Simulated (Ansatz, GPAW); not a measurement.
# Work function of Mg/Cd(0001) at several levels, part 2 of 2

Wanted: work functions and dipole of Mg/Cd(0001), with the cost of each level.

GPAW 26.7.0 and Ansatz 0.2.0; Ansatz plane waves; slab in vacuum with a dipole correction, relaxation; PAW set soft_1 (the session's first sound run).

So far, upper work function (eV): step 2 (relaxation, PBE) 3.52; step 4 (self-consistent run: xc = "vdW-DF2", GPAW, PAW setups, GPAW) 3.84; step 5 (self-consistent run: xc = "revPBE") 3.47; step 6 (OptPBE vdW: xc = "optPBE-vdW", GPAW, PAW setups, GPAW) 3.69; step 7 (real-space grid: mode = "fd", PBE, GPAW) 3.52.

## 9. A second plane-wave code

A second program with its own datasets checks the number independently.

This step: Ansatz plane waves; slab in vacuum with a dipole correction; PAW set soft_1 (Ansatz 0.2.0).

File input.yaml:

```yaml
crystal:
  lattice:
    - [5.96, 0.0, 0.0]
    - [2.98, 5.1615114066, 0.0]
    - [0.0, 0.0, 24.8788731682]
  atoms:
    - { symbol: Cd, position: [0.3333333333, 0.3333333333, 0.2813632254] }
    - { symbol: Cd, position: [0.0, 0.0, 0.3943160904] }
    - { symbol: Cd, position: [0.3335114851, 0.3335114851, 0.5147021931] }
    - { symbol: Cd, position: [-0.0013142228, -0.0013142228, 0.6322660068] }
    - { symbol: Cd, position: [0.3333333333, 0.8333333333, 0.2813632254] }
    - { symbol: Cd, position: [0.0, 0.5, 0.3943160904] }
    - { symbol: Cd, position: [0.3335114851, 0.8329770297, 0.5147021931] }
    - { symbol: Cd, position: [-0.0013142228, 0.5026284455, 0.6322660068] }
    - { symbol: Cd, position: [0.8333333333, 0.3333333333, 0.2813632254] }
    - { symbol: Cd, position: [0.5, 0.0, 0.3943160904] }
    - { symbol: Cd, position: [0.8329770297, 0.3335114851, 0.5147021931] }
    - { symbol: Cd, position: [0.5026284455, -0.0013142228, 0.6322660068] }
    - { symbol: Cd, position: [0.8333333333, 0.8333333333, 0.2813632254] }
    - { symbol: Cd, position: [0.5, 0.5, 0.3943160904] }
    - { symbol: Cd, position: [0.8333333333, 0.8333333333, 0.5117493192] }
    - { symbol: Cd, position: [0.5, 0.5, 0.6315077084] }
    - { symbol: Mg, position: [0.1666666667, 0.1666666667, 0.7380848113] }
kpoints:
  mp_grid: { grid: [6, 6, 1] }
hamiltonian:
  xc: pbe
  pseudopotentials: { kind: paw, azcp: { folder: soft_1 } }
scf:
  occupations: { method: fermi_dirac, width: 0.1 }
efield:
  axis: 3
  dipole_correction: true
  ramp_width: 0.05
output:
  forces: true
  write_potential: true
  write_density: true
  volumetric_format: npy
  elf: true
```

On the command line:

```sh
$ ansatz run input.yaml --threads 4 --pin off --max-ram 8192MiB --backend cpu --events-out ev --progress --plain --runs-dir out
```

Wall time 40 s (4 threads of Arm Neoverse V2, shared host); peak memory 3.1 GiB.

Numbers from this step:

```
upper work function     : 3.516 eV
lower work function     : 3.845 eV
dipole along the normal : 0.05586 e·Å
vacuum level above      : 8.455 eV
vacuum level below      : 8.784 eV
```

The electrostatic potential energy of an electron (with the applied field's), less the Fermi level, planar mean oscillates, so the rows of the table below give means over windows of 2.9 Å about each position, cut where the curve ends. Its maxima inside the range that stand out by 2 % of the span (Å: eV): 8.4: 1.21, 11.3: 1.71, 14.2: 1.60, 17.4: 2.02. Its minima: 7.0: -11.7, 9.8: -11.8, 12.9: -11.8, 15.8: -11.8, 18.4: -1.70.

Table of electrostatic potential energy of an electron (with the applied field's), less the Fermi level, planar mean by z; means over each step:

z (Å), electrostatic potential energy of an electron (with the applied field's), less the Fermi level, planar mean (eV) and a bar from the least value:
```
     1.45        3.8 ##############################
     4.35        3.5 #############################
     7.25       -4.8 
    10.15       -4.8 
    13.05       -4.8 
    15.95       -4.8 
    18.85        1.2 #####################
    21.75        3.5 #############################
    24.65        3.5 #############################
```

Table of valence density, planar mean by z:

z (Å), valence density, planar mean (e/Å³) and a bar:
```
      3.0       0.00 
      3.5       0.00 
      4.0       0.00 
      4.5       0.00 
      5.0       0.01 
      5.5       0.04 
      6.0       0.16 ##
      6.5       1.05 ############
      7.0       2.66 ##############################
      7.5       1.06 ############
      8.0       0.17 ##
      8.5       0.11 #
      9.0       0.31 ####
      9.5       1.86 #####################
     10.0       2.32 ##########################
     10.5       0.49 ######
     11.0       0.11 #
     11.5       0.10 #
     12.0       0.34 ####
     12.5       1.94 ######################
     13.0       2.25 #########################
     13.5       0.47 #####
     14.0       0.11 #
     14.5       0.11 #
     15.0       0.44 #####
     15.5       2.20 #########################
     16.0       2.00 #######################
     16.5       0.36 ####
     17.0       0.08 #
     17.5       0.04 
     18.0       0.18 ##
     18.5       0.38 ####
     19.0       0.04 
     19.5       0.01 
     20.0       0.01 
     20.5       0.00 
     21.0       0.00 
     21.5       0.00 
     22.0       0.00
```

Force by atom:

```tsv
atom	x (eV/Å)	y (eV/Å)	z (eV/Å)	size
Cd1	0.028	0.016	-0.117	0.122
Cd2	-0.020	-0.011	0.115	0.118
Cd3	-0.003	-0.002	0.001	0.004
Cd4	-0.002	-0.001	0.006	0.006
Cd5	0.000	-0.032	-0.117	0.122
Cd6	0.000	0.023	0.115	0.118
Cd7	0.000	0.004	0.001	0.004
Cd8	0.000	0.002	0.006	0.006
Cd9	-0.028	0.016	-0.117	0.122
Cd10	0.020	-0.011	0.115	0.118
Cd11	0.003	-0.002	0.001	0.004
Cd12	0.002	-0.001	0.006	0.006
Cd13	0.000	0.000	-0.109	0.109
Cd14	0.000	0.000	0.116	0.116
Cd15	0.000	0.000	-0.008	0.008
Cd16	0.000	0.000	0.000	0.000
Mg17	0.000	0.000	-0.013	0.013
```

Valence density in the ca plane at fractional y = 0.000, with atoms of Cd within 0.2 Å of it. It is the smooth field of the valence electrons, not physical close to the nuclei.

Ten steps, logarithmic in the rise over the least value, from '0' (0 e/Å³) to '9' (23 e/Å³), each cell a mean:
```
26897310001110012589741000000000000000000000
14664210011110001366521000000000000000000000
11222100112221000122210000000000000000000000
01111000123321000111100000000000000000000000
01111000123321000111110000000000000000000000
12443100012211001244310000000000000000000000
25786310011110002578631000000000000000000000
37998410001110012699851000000000000000000000
26897310001110012589741000000000000000000000
14664210011111001356521000000000000000000000
11222100012221000122210000000000000000000000
01111000123321000111100000100000000000000000
01111000112321000111110000100000000000000000
12443100011211001244311000000000000000000000
25786310011110002478631000000000000000000000
37998410001110012699851000000000000000000000
```
Columns run along c (16.0 Å, from fractional 0.36 to 1.00 of the cell), rows up along a (6.0 Å). Atoms in or near the plane, at fractional coordinates: Cd at (0.39, 0.00), Cd at (0.63, 0.00), Cd at (0.39, 0.50), Cd at (0.63, 0.50).

ELF in the ca plane at fractional y = 0.000, with atoms of Cd within 0.2 Å of it. It is the smooth field of the valence electrons, not physical close to the nuclei.

Ten even steps from '0' (0.00) to '9' (0.99), each cell a mean:
```
24774211222232212368532222456765421000000000
22333211222222111234322111122221000000000000
12222111122221111222222110000000000000000000
22222211122221111222222100000000000000000000
22222211122221111222222110000000000000000000
12232111112222111223222110011100000000000000
23553211222222112356422211244543210000000000
24895311233333212479632223578887642000000000
24774211222222212367532235689999975310000000
22333211222222111233322343358999998531000000
12222111122221111222222331015999998741000000
22222211122221112222223420003899999752000000
22222211122221111222223320003899999742000000
12232211122222111223222332136999998631000000
23553211222222112345422245578999987420000000
24895311233332212479632234689999864100000000
```
Columns run along c (16.0 Å, from fractional 0.36 to 1.00 of the cell), rows up along a (6.0 Å). Atoms in or near the plane, at fractional coordinates: Cd at (0.39, 0.00), Cd at (0.63, 0.00), Cd at (0.39, 0.50), Cd at (0.63, 0.50).

Electrostatic potential energy in the ca plane at fractional y = 0.000, with atoms of Cd within 0.2 Å of it. With pseudopotentials it is smooth inside the atoms' cores, unlike the true potential.

Ten even steps from '0' (-26 eV) to '9' (9 eV), each cell a mean:
```
51000489999999986200037999999999999999999999
74113689988789997421268999999999999999999999
87667899875578999765689999999999999999999999
98888999864358999988899999999999999999999999
98778999864468999877899999999999999999999999
85335799987678998633479999999999999999999999
62001589998889997200148999999999999999999999
51000389999999985100037999999999999999999999
51000489999999986200037999999999999999999999
74113689988789997421268988888999999999999999
87667899875568999866789887778999999999999999
98888999864357999988899886667899999999999999
98778999874458999887889887678899999999999999
85335799987678998643478987778999999999999999
62001589998889997300148998889999999999999999
51000389999999985100037999999999999999999999
```
Columns run along c (16.0 Å, from fractional 0.36 to 1.00 of the cell; values clipped at the 3rd and 97th percentile), rows up along a (6.0 Å). Atoms in or near the plane, at fractional coordinates: Cd at (0.39, 0.00), Cd at (0.63, 0.00), Cd at (0.39, 0.50), Cd at (0.63, 0.50).

The upper face's work function is 3.516 eV, against 3.522 eV in the first plane-wave PBE run at this geometry.

## 10. Side by side

Results and costs are gathered.

This step: comparison of work functions, dipole and cost; PAW set soft_1 (GPAW 26.7.0).

Ladder, by row:

```tsv
step	code	work function, upper (eV)	work function, lower (eV)	dipole (e Å)	wall time (s)	peak memory (GiB)	threads
pw	GPAW	3.522	3.864	0.05772	1456	1.06	1
vdW-DF2	GPAW	3.841	4.192	0.05922	1390	1.5	1
revPBE	GPAW	3.471	3.72	0.04176	1442	1.07	1
optPBE-vdW	GPAW	3.686	4.038	0.05934	1445	1.49	1
fd	GPAW	3.521	3.863	0.05822	6489	5.99	1
ansatz	Ansatz	3.516	3.845	0.05586	40.4	3.052	4
```

## 11. Results

```
work function, upper and lower face : 3.522 and 3.864 eV
dipole along the normal             : 0.0577 e Å
```

What this shows: With plane waves and PBE the work function is 3.52 eV on the upper face and 3.86 eV on the lower. The two faces differ by 0.34 eV, the step that the slab's dipole makes (e p/(ε0 A) gives 0.34 eV), so the dipole layer is needed. Over the sound runs of the table the upper face's work function spans 3.471 (revPBE) to 3.841 eV (vdW-DF2). The two plane-wave codes differ by 0.0056 eV on the upper face. The cell of 30.8 Å² holds one Mg, started on one chosen site; other sites and coverages weren't tried. The in-plane lattice was kept as typed, which isn't the functional's own and leaves some strain; spin-orbit coupling and temperature are left out.

[Logs are printed without paths, hosts, clocks, repeated set-up lines and the standing remarks that a program may print on its own settings, such as how far it seeks lower states.]

[Hosts, paths, dates, database ids (printed as entryN), source tags and the programs' standing remarks are cut or masked in the printed files.]
